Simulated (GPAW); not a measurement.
Records of electronic-structure calculations.

## Quasiparticle gap of KI (Fm-3m) in GPAW

The structure is cubic, space group Fm-3m (No. 225). The conventional cell has a = 7.066 Å, b = 7.066 Å, c = 7.066 Å, α = 90.00°, β = 90.00°, γ = 90.00°. Nearest to K lie 6 I at 3.53 Å. I has 6 K at 3.53 Å nearest. Farther neighbours, and contacts between anions beyond the nearest, are not listed.

| Item | Value |
| --- | --- |
| method | DFT, PBE, plane waves, PAW (and 1 further level or step) |
| program | GPAW 26.7.0 |
| settings | cutoff 450 eV, GPAW PAW setups 1.2.1 data release, 4×4×4 k-mesh, nbands 153 |
| cost | 3 runs, 49 s in all on 4 MPI ranks of Arm Neoverse V2, shared host |
| notes | The cell and positions come from the Crystallography Open Database and are kept as given unless a step says otherwise. Limits: no spin-orbit coupling. |
| PBE gap | 3.98 eV, direct |
| G0W0 gap on the mesh | 5.98 eV |
| GW settings | 4×4×4 mesh, 143 bands, screening to 80 eV, Godby-Needs plasmon pole |
| known limits | short of the basis limit; no spin-orbit coupling |

G0W0 moves the gap on the mesh from 3.98 eV to 5.98 eV (+2.00 eV), with Z of 0.82 and 0.86 at the edges. Bands and cutoff are finite, so the gap stands short of the basis limit, usually by up to a few tenths of an eV; the mesh is an error of its own.

[Paths, hosts, dates, memory and timing lines, banners, echoed tables and standing remarks are left out of the program output; an Ansatz launch command may be rebuilt from the run's recorded settings. Measured values are a selection of at most five: reports struck by readers or far from the other reports are left out. None is set beside runs whose start may be inverted or whose files or cutoffs have a known fault.]

[Runs of the session that timed out or met a known fault of the program may be left out.]

[Hosts, paths, dates, database ids (printed as entryN), source tags and the programs' standing remarks are cut or masked in the printed files.]

[Where the starting crystal was built by hand or by swapping elements, it need not be the compound's stable phase.]
